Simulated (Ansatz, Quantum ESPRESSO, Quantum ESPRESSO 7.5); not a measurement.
**honeycomb SiC, 2 layers, AB' stacking: response to a perpendicular field**

How does honeycomb SiC, 2 layers, AB' stacking respond to a gate-like field without added charge?

Program: Quantum ESPRESSO 7.5. Level of theory: plane-wave DFT, LDA, GBRV ultrasoft pseudopotentials (geometry and cross-check by Ansatz 0.2.0 with PAW datasets; geometry under PBE-D3(BJ)). Results are calculated unless marked as measured.

### 1. Set-up

The cell holds 4 atoms: 2 C and 2 Si. Its edges and angles: a = 3.100 Å, b = 3.100 Å, c = 20.300 Å, α = 90.0°, β = 90.0°, γ = 120.0°. It derives from SiC. Vacuum lies along c.

This sheet is a model structure: its symmetry is held, and its stability is not tested here.

### 2. Geometry from Ansatz

A relaxation in Ansatz fixes the structure of this slab for the runs on it.

Contents of input.yaml:

```yaml
crystal:
  lattice:
    - [3.1, 0.0, 0.0]
    - [-1.55, 2.6846787517, 0.0]
    - [0.0, 0.0, 20.3]
  atoms:
    - { symbol: C, position: [0.6666666667, 0.3333333333, 0.4187192118] }
    - { symbol: Si, position: [0.3333333333, 0.6666666667, 0.4187192118] }
    - { symbol: C, position: [0.6666666667, 0.3333333333, 0.5812807882] }
    - { symbol: Si, position: [0.0, 0.0, 0.5812807882] }
kpoints:
  mp_grid: { grid: [12, 12, 1] }
hamiltonian:
  xc: pbe
  dispersion: d3bj
scf:
  occupations: { method: fermi_dirac, width: 0.05 }
  convergence: { dr2_threshold: 1.0e-08 }
efield:
  axis: 3
  dipole_correction: true
  ramp_position: 0.97
  ramp_width: 0.04
relax:
  f_tol: 0.01
  cell: { fix: [c, alpha, beta] }
output:
  write_potential: true
  write_density: true
  volumetric_format: npy
```

On the command line:

```sh
> ansatz run input.yaml --threads 2 --pin off --max-ram 4096MiB --backend cpu --events-out ev --progress --plain --runs-dir out
```

Numbers of over 12 decimals in the logs are rounded to 6 here.

The log of the run:

```text
Warning: relax.cell: scf.convergence.dr2_threshold = 1e-8 eV is looser than the 4e-10 eV advised for a relaxation that steers and ends on the stress (1e-10 eV for each atom of the cell: 4). What an SCF threshold leaves in a stress goes as its square root, and in the free energy as the threshold itself, and one threshold admits the most on a small cell: [figures from the program's tests cut] Set scf.convergence.dr2_threshold to 4e-10 eV or tighter. The threshold is an SCF's pass mark: one that does not reach it within its budget of iterations ends unconverged, or closes short of it on a stop that the run arms, and scf.convergence.dr2_threshold's page says what that costs each kind of run
Engine: ansatz 0.2.0, x86_64-unknown-linux-gnu
Pseudopotentials: kind: paw
Pseudopotential: C, paw, valence charge 4, recommended cutoff 420 eV (normal), C.paw.azcp
Pseudopotential: Si, paw, valence charge 4, recommended cutoff 420 eV (normal), Si.paw.azcp
Functional definition: PBE
  parameter kappa = 0.804
  parameter beta = 0.066725
  exchange = pbe_x(kappa = kappa, mu = beta*pi^2/3)
  correlation = pbe_c(beta = beta)
Crystal: 4 atoms, lattice volume = 168.947 Å³
Basis set: ecut = 420 eV, 3319 PW (Γ), exchange–correlation on 48×48×288 points (8 copies of the dense FFT grid, shifted against one another)
Bands: 12, of which v1, the nominal top of the filled ones, is band 8 counted from 1 (7 counted from 0)
Symmetry: 6 space group operations
k-points: 19 of 144 (time reversal used)
Non-local potential: C, projectors of the file, l = 0: 2, l = 1: 2, l = 2: 1
Non-local potential: Si, projectors of the file, l = 0: 2, l = 1: 2, l = 2: 2
PAW form: soft (Blöchl's): semilocal exchange-correlation on the pseudo side does not see the compensation charge
PAW one-centre angular grid: C, 110 points (default); XC on 64 Gauss nodes
PAW one-centre angular grid: Si, 110 points (default); XC on 64 Gauss nodes
Initial density: superposition of atomic densities (neutral atoms: chi_scale 0, normalization atom), corrected by the library's trained network
Initial wavefunctions: pseudopotential atomic-orbital guess
Functional: x = pbe(κ = 0.804, μ = 0.219515), c = pbe(β = 0.066725)
SCF iter   1: F=—  HF=-1772.811289 eV  |F-HF|=—  |Δ(HF+E_count)|=         —  Δρ=2.04e-3  dr2=2.38e-2  ethr=1.77e-3  p=0.000 e·Å  D=7.50e-5 V/Å  ΔV_dip=-0.00 eV  dr2_dipole=7.97e-9  V_vac-E_F(+/−)=4.22/4.22 eV  ⟨swp⟩=8.4  Hψ=1964  notcnv=0
efield: sawtooth ramp at fractional position 0.9700 (set: `efield.ramp_position`, or a place that a band, a saddle search or an elastic batch's reference lends), width 0.0400; the density the first Hamiltonian is built on has a dipole p = 0.000 e·Å; the dipole correction subtracts the counter field D = 7.50e-5 V/Å, which shifts the + side's vacuum level by -0.00 eV against the − side's; the planar-averaged density in the ramp window peaks in size at 1.0e-5 e/Å³
preconditioner: auto → none  [insulator: Δε(μ)=1.049 eV  Ē_g=10.072 eV  σ=0.050 eV  W_gap=1.00  n_scr=10 (ndim 8)  ℏωp=11.4 eV  f_vac=0.619  D(μ)=0.00/eV (n_scr^D=0)  ε∞_Penn≈2.3]
SCF iter   2: F=—  HF=-1772.809427 eV  |F-HF|=—  |Δ(HF+E_count)|=   1.86e-3  Δρ=1.23e-3  dr2=9.73e-3  ethr=1.49e-4  p=0.000 e·Å  D=9.65e-6 V/Å  ΔV_dip=-0.00 eV  dr2_dipole=1.06e-11  V_vac-E_F(+/−)=4.28/4.28 eV  ⟨swp⟩=2.9  Hψ=574  notcnv=0
SCF iter   3: F=—  HF=-1772.807758 eV  |F-HF|=—  |Δ(HF+E_count)|=   1.67e-3  Δρ=5.95e-4  dr2=1.35e-3  ethr=6.08e-5  p=0.000 e·Å  D=9.90e-6 V/Å  ΔV_dip=-0.00 eV  dr2_dipole=6.32e-13  V_vac-E_F(+/−)=4.12/4.12 eV  ⟨swp⟩=2.0  Hψ=390  notcnv=0
SCF iter   4: F=—  HF=-1772.807959 eV  |F-HF|=—  |Δ(HF+E_count)|=   2.02e-4  Δρ=2.13e-4  dr2=1.17e-4  ethr=8.41e-6  p=0.000 e·Å  D=1.60e-5 V/Å  ΔV_dip=-0.00 eV  dr2_dipole=9.19e-10  V_vac-E_F(+/−)=4.10/4.10 eV  ⟨swp⟩=2.4  Hψ=393  notcnv=0
SCF iter   5: F=—  HF=-1772.808034 eV  |F-HF|=—  |Δ(HF+E_count)|=   7.48e-5  Δρ=7.37e-5  dr2=9.43e-6  ethr=7.33e-7  p=-0.000 e·Å  D=-1.33e-5 V/Å  ΔV_dip=0.00 eV  dr2_dipole=1.98e-9  V_vac-E_F(+/−)=4.08/4.08 eV  ⟨swp⟩=2.7  Hψ=387  notcnv=0
SCF iter   6: F=—  HF=-1772.808055 eV  |F-HF|=—  |Δ(HF+E_count)|=   2.11e-5  Δρ=1.53e-5  dr2=3.42e-7  ethr=5.90e-8  p=0.000 e·Å  D=1.76e-5 V/Å  ΔV_dip=-0.00 eV  dr2_dipole=2.77e-9  V_vac-E_F(+/−)=4.08/4.08 eV  ⟨swp⟩=2.1  Hψ=352  notcnv=0
SCF iter   7: F=—  HF=-1772.808056 eV  |F-HF|=—  |Δ(HF+E_count)|=   2.44e-7  Δρ=3.48e-6  dr2=5.15e-8  ethr=2.14e-9  p=-0.000 e·Å  D=-3.82e-5 V/Å  ΔV_dip=0.00 eV  dr2_dipole=1.43e-8  V_vac-E_F(+/−)=4.08/4.08 eV  ⟨swp⟩=2.0  Hψ=378  notcnv=0
SCF iter   8: F=—  HF=-1772.808056 eV  |F-HF|=—  |Δ(HF+E_count)|=   2.69e-9  Δρ=2.12e-6  dr2=1.53e-8  ethr=6.25e-11  p=0.000 e·Å  D=1.80e-5 V/Å  ΔV_dip=-0.00 eV  dr2_dipole=3.08e-9  V_vac-E_F(+/−)=4.08/4.08 eV  ⟨swp⟩=10.2  Hψ=1526  notcnv=0
SCF iter   9: F=-1772.808056 eV  HF=-1772.808056 eV  |F-HF|=2.75e-9  |Δ(HF+E_count)|=   5.60e-9  Δρ=6.98e-7  dr2=8.55e-10  ethr=6.25e-11  p=0.000 e·Å  D=2.88e-6 V/Å  ΔV_dip=-0.00 eV  dr2_dipole=6.52e-11  V_vac-E_F(+/−)=4.08/4.08 eV  ⟨swp⟩=8.9  Hψ=1380  notcnv=0
SCF 1 converged in 9 iterations: F = -1772.808056 eV  dr2 = 8.55e-10
  greatest PAW one-centre occupation: 0.653 electrons in one spin orbital (limit 2), on the C atom at site 2 (counted from 0), in its partial waves of l = 0
relax step   1: F+E_penalty+E_count = -1772.80805560 eV  Δ(F+E_penalty+E_count) = +0.000e0 eV  max|allowed force component| = 2.583e-1 eV/Å  Δτ_max = 0.0000 Å  P = -0.147 GPa  Ω = 168.947 Å³  fix = [c, alpha, beta]  reactions: c +1.549 GPa  (9 SCF iters, accepted)
Crystal: 4 atoms, lattice volume = 168.249 Å³
Basis set: ecut = 420 eV, 3295 PW (Γ), exchange–correlation on 48×48×288 points (8 copies of the dense FFT grid, shifted against one another)
Initial density: handed on by an earlier stage of this run
Initial wavefunctions: those handed on with the density
SCF iter   1: F=—  HF=-1773.172818 eV  |F-HF|=—  |Δ(HF+E_count)|=         —  Δρ=2.01e-2  dr2=1.01e0  ethr=3.10e-3  p=0.000 e·Å  D=2.89e-6 V/Å  ΔV_dip=-0.00 eV  dr2_dipole=6.09e-11  V_vac-E_F(+/−)=4.06/4.06 eV  ⟨swp⟩=8.5  Hψ=1802  notcnv=0
efield: sawtooth ramp at fractional position 0.9700 (set: `efield.ramp_position`, or a place that a band, a saddle search or an elastic batch's reference lends), width 0.0400; the density the first Hamiltonian is built on has a dipole p = 0.000 e·Å; the dipole correction subtracts the counter field D = 2.89e-6 V/Å, which shifts the + side's vacuum level by -0.00 eV against the − side's; the planar-averaged density in the ramp window peaks in size at 6.0e-8 e/Å³
[...]
SCF iter   7: F=—  HF=-1772.919637 eV  |F-HF|=—  |Δ(HF+E_count)|=   3.39e-5  Δρ=4.88e-6  dr2=3.90e-8  ethr=3.84e-9  p=-0.000 e·Å  D=-1.31e-5 V/Å  ΔV_dip=0.00 eV  dr2_dipole=1.51e-9  V_vac-E_F(+/−)=3.98/3.98 eV  ⟨swp⟩=2.0  Hψ=351  notcnv=0
SCF iter   8: F=—  HF=-1772.919637 eV  |F-HF|=—  |Δ(HF+E_count)|=   5.87e-9  Δρ=1.66e-6  dr2=1.96e-8  ethr=6.25e-11  p=0.000 e·Å  D=2.94e-5 V/Å  ΔV_dip=-0.00 eV  dr2_dipole=6.77e-9  V_vac-E_F(+/−)=3.98/3.98 eV  ⟨swp⟩=9.6  Hψ=1512  notcnv=0
SCF iter   9: F=-1772.919637 eV  HF=-1772.919637 eV  |F-HF|=1.34e-11  |Δ(HF+E_count)|=   5.49e-9  Δρ=4.43e-7  dr2=1.99e-10  ethr=6.25e-11  p=0.000 e·Å  D=1.94e-6 V/Å  ΔV_dip=-0.00 eV  dr2_dipole=1.49e-11  V_vac-E_F(+/−)=3.98/3.98 eV  ⟨swp⟩=9.1  Hψ=1387  notcnv=0
SCF 3 converged in 9 iterations: F = -1772.919637 eV  dr2 = 1.99e-10
  greatest PAW one-centre occupation: 0.654 electrons in one spin orbital (limit 2), on the C atom at site 2 (counted from 0), in its partial waves of l = 0
relax step   3: F+E_penalty+E_count = -1772.91963723 eV  Δ(F+E_penalty+E_count) = -7.355e-3 eV  max|allowed force component| = 3.725e-2 eV/Å  Δτ_max = 0.0625 Å  P = +0.299 GPa  Ω = 167.123 Å³  energy of the carried Pulay correction = +7.514e-4 eV  fix = [c, alpha, beta]  reactions: c +0.107 GPa  (9 SCF iters, accepted)
[...]
relax step   4: F+E_penalty+E_count = -1772.92144141 eV  Δ(F+E_penalty+E_count) = -1.804e-3 eV  max|allowed force component| = 3.116e-3 eV/Å  Δτ_max = 0.0389 Å  P = -0.008 GPa  Ω = 167.752 Å³  energy of the carried Pulay correction = +4.914e-4 eV  fix = [c, alpha, beta]  reactions: c +0.013 GPa  (8 SCF iters, accepted)
Initial wavefunctions: pseudopotential atomic-orbital guess (no wavefunctions were taken with the density)
iter 1 solved again at ethr=1.67e-6 eV; its pass at ethr=3.10e-3 eV (dr2=2.68e-4 eV) is discarded
SCF iter   1: F=—  HF=-1772.920957 eV  |F-HF|=—  |Δ(HF+E_count)|=         —  Δρ=1.56e-5  dr2=7.15e-8  ethr=1.67e-6  p=-0.000 e·Å  D=-1.45e-5 V/Å  ΔV_dip=0.00 eV  dr2_dipole=1.42e-9  V_vac-E_F(+/−)=3.96/3.96 eV  ⟨swp⟩=3.1  Hψ=2567  notcnv=0
efield: sawtooth ramp at fractional position 0.9700 (set: `efield.ramp_position`, or a place that a band, a saddle search or an elastic batch's reference lends), width 0.0400; the density the first Hamiltonian is built on has a dipole p = -0.000 e·Å; the dipole correction subtracts the counter field D = -1.45e-5 V/Å, which shifts the + side's vacuum level by +0.00 eV against the − side's; the planar-averaged density in the ramp window peaks in size at 7.7e-8 e/Å³
eigensolver tolerance schedule: the retry pair's looser diagonalisation over-reported the residual by 3743.79 of it (diagonalisation noise at an unbounded share of the residual, at the tolerance the schedule requests for it); recorded, not acted on — ethr = c·dr2/N_el stays at c = 1.0e-1
preconditioner: auto → none  [insulator: Δε(μ)=1.754 eV  Ē_g=10.111 eV  σ=0.050 eV  W_gap=1.00  n_scr=10 (ndim 8)  ℏωp=11.5 eV  f_vac=0.592  D(μ)=0.00/eV (n_scr^D=0)  ε∞_Penn≈2.3]
SCF iter   2: F=—  HF=-1772.920986 eV  |F-HF|=—  |Δ(HF+E_count)|=   2.89e-5  Δρ=7.83e-6  dr2=2.65e-8  ethr=4.47e-10  p=0.000 e·Å  D=1.32e-5 V/Å  ΔV_dip=-0.00 eV  dr2_dipole=1.48e-9  V_vac-E_F(+/−)=3.96/3.96 eV  ⟨swp⟩=3.6  Hψ=544  notcnv=0
SCF iter   3: F=-1772.920986 eV  HF=-1772.920986 eV  |F-HF|=6.70e-9  |Δ(HF+E_count)|=   3.11e-8  Δρ=4.14e-6  dr2=8.67e-9  ethr=6.25e-11  p=-0.000 e·Å  D=-1.36e-5 V/Å  ΔV_dip=0.00 eV  dr2_dipole=1.41e-9  V_vac-E_F(+/−)=3.96/3.96 eV  ⟨swp⟩=12.2  Hψ=1855  notcnv=0
SCF 5 converged in 3 iterations: F = -1772.920986 eV  dr2 = 8.67e-9
relax step   5: F+E_penalty+E_count = -1772.92098571 eV  Δ(F+E_penalty+E_count) = +4.557e-4 eV  max|allowed force component| = 3.153e-3 eV/Å  Δτ_max = 0.0000 Å  P = -0.013 GPa  Ω = 167.752 Å³  fix = [c, alpha, beta]  reactions: c +0.012 GPa  stress off target by 2.48e-2 GPa on what of the cell is left free  SCF on the basis re-selected at this cell (its energy is not comparable with the rows above)  (3 SCF iters)
basis re-selected at this cell: Δ(F+E_penalty+E_count) = +4.557e-4 eV, ΔP = -0.004 GPa vs the last step (what re-selecting the basis moved, of the pressure what is left beyond the Pulay correction that the steps carried, after the strain that the cell walked since its last selection, with what the two solves' SCF thresholds leave and, on support functions, any second-order correction that the steps lacked; it is no m [...]
WARN: The output density's exchange-correlation potential varies sharply where the density is thin. Do not read a vacuum level from v_tot or v_xc, or from such a field of the output density. On a cell that repeats whose density bears no net charge and no dipole along the vacuum's axis use v_es (v_loc + v_h of the components); under efield.dipole_correction with no amplitude use v_es + v_field, which holds any externa [...]
SCF converged after 3 iterations
Free energy (F): -1772.920986 eV
Harris-Foulkes:  -1772.920986 eV  (|F-HF|=6.70e-9)
Internal energy: -1772.920986 eV  (E = F + TS)
E sigma→0 (E₀):  -1772.920986 eV
Fermi energy:    -0.345493 eV
Dipole field:    D = 0.000042 V/Å  (p = 0.000039 e·Å, saw-weighted, corrected)
Work function:   Φ+ = 3.9598 eV   Φ− = 3.9606 eV
Levels:          The Fermi level and band energies are counted from a zero that moves with the ramp; work functions are not
--- Per-component energies (eV) ---
  E_band       = -113.179852
  E_kinetic    = 263.696168
  E_local      = -4537.100568  (includes V_loc(G=0)·N_el)
  E_nonlocal   = 105.605704
  E_hartree    = 2143.091839
  E_xc         = -207.152610
  E_vxc        = -213.253620  (∫ρ·V_xc dr)
  E_paw        = -1224.130879  (= ΣΔE_a)
  E_vpaw       = -18.313416  (= ΣTr[D̂ρ^β])
  E_aug_tail   = 0.000028  (compensation charges beyond the density's cutoff)
  E_efield     = 0.000000  (sawtooth field / dipole correction)
  E_vefield    = -0.000135  (∫n·V_field dr)
  E_ewald      = 1683.718020
  E_disp       = -0.648687  (pairwise vdW)
  E_smearing   = -0.000000  (= −TS)
  E_closure    = -0.000000  (closes the sum)
  Σ components = -1772.920986   (vs F -1772.920986, Δ=0.00e0)
--- Forces (eV/Å), atoms counted from 1 ---
  atom   1  C      0.00000000     0.00000000    -0.00318312
  atom   2  Si     0.00000000    -0.00000000    -0.00140642
  atom   3  C      0.00000000    -0.00000000     0.00301692
  atom   4  Si     0.00000000     0.00000000     0.00145028
  max |Σ_I F_I| component: 1.22e-4 eV/Å
--- Stress (GPa, compression-positive) ---
       -0.024822       0.000000       0.000000
        0.000000      -0.024822       0.000000
        0.000000       0.000000       0.011815
  P = ⅓ Tr σ = -0.0126 GPa (-0.126 kbar)
--- Band table (eV; the first three rows and the last of 19) ---
  k-point 0: bands = [... 4 lower, -2.7907, -2.7907, -2.7697, -2.7697, 1.3522, 2.5387, 3.4731, 4.1635]
  k-point 1: bands = [... 4 lower, -3.2988, -3.2622, -2.9281, -2.9047, 1.5551, 2.7051, 3.6188, 4.3431]
  k-point 2: bands = [... 4 lower, -4.4710, -4.2861, -3.2684, -3.2395, 2.0031, 3.0737, 3.9746, 4.4394]
  k-point 18: bands = [... 4 lower, -7.1339, -7.1337, -1.7059, -1.2107, 1.0360, 1.0361, 5.1032, 5.1032]
--- Relaxed structure (4 steps of the walk, 4 accepted, 1 SCFs on fresh bases) ---
  F+E_penalty+E_count = -1772.92098571 eV   max|allowed force component| = 3.153e-3 eV/Å   (the final SCF, on the basis selected at the relaxed cell)
  cell:  # Å, volume = 167.7519 Å³
    - [3.089018, -8.128386979227414e-19, 0]
    - [-1.544509, 2.675168, 0]
    - [0, 0, 20.3]
  atoms:
    - { symbol: C, position: [0.666667, 0.333333, 0.404300] }
    - { symbol: Si, position: [0.333333, 0.666667, 0.404561] }
    - { symbol: C, position: [0.666667, 0.333333, 0.595700] }
    - { symbol: Si, position: [-2.5519192723192604e-17, -1.8503717076008884e-17, 0.595439] }
```

Run time: 4.1 s. Hardware: 2 threads of AMD EPYC 9R45, shared host; peak memory 0.46 GiB.

Relaxation path:

| step | energy less that of the first step (eV) | largest force component (eV/Å) | pressure (GPa) | volume (Å³) |
| --- | --- | --- | --- | --- |
| 1 | 0.0000 | 0.2583 | -0.15 | 168.95 |
| 2 | -0.1042 | 0.0585 | -0.17 | 168.25 |
| 3 | -0.1116 | 0.0373 | 0.30 | 167.12 |
| 4 | -0.1134 | 0.0031 | -0.01 | 167.75 |
| 5* | -0.1129 | 0.0032 | -0.01 | 167.75 |

Relaxation steps marked * repeat the geometry before them on a plane-wave basis chosen anew for their cell, so energy and pressure can jump there.

Forces are held to the 6 operations that the run works with; a distortion that breaks them can't arise in this run.

| cell as run | before | after | change |
| --- | --- | --- | --- |
| a (Å) | 3.100 | 3.089 | -0.4 % |
| b (Å) | 3.100 | 3.089 | -0.4 % |

The atoms that moved most (Å, along periodic axes as changes of fractional coordinates times the final cell, across vacuum about the mean position):

| atom | dx | dy | dz | length |
| --- | --- | --- | --- | --- |
| C3 | 0.000 | 0.000 | 0.293 | 0.293 |
| C1 | 0.000 | 0.000 | -0.293 | 0.293 |
| Si2 | 0.000 | 0.000 | -0.287 | 0.287 |
| Si4 | 0.000 | 0.000 | 0.287 | 0.287 |

Final coordinates:

```xyz
4
Lattice="3.0890 0.0000 0.0000 -1.5445 2.6752 0.0000 0.0000 0.0000 20.3000" Properties=species:S:1:pos:R:3
C     1.5445    0.8917    8.2073
Si    0.0000    1.7834    8.2126
C     1.5445    0.8917   12.0927
Si    0.0000    0.0000   12.0874
```

This step gave:

- free energy: -1772.9210 eV
- Fermi energy: -0.3455 eV
- gap by band count: 1.754 eV
- symmetry operations: 6
- dipole along the normal: 3.85e-5 e·Å
- vacuum level at the upper face over a Fermi level inside the gap: 3.960 eV
- vacuum level at the lower face over a Fermi level inside the gap: 3.961 eV

(Continued in part 2 of 6.)

[Logs are printed without paths, hosts, clocks, repeated set-up lines and the standing remarks that a program may print on its own settings, such as how far it seeks lower states.]

[Hosts, paths, dates, database ids (printed as entryN), source tags and the programs' standing remarks are cut or masked in the printed files.]

[Maps of the electrostatic potential energy from Ansatz leave out the sawtooth potential of an applied field or a dipole correction, so their vacuum need not be flat; planar profiles and work functions include it.]
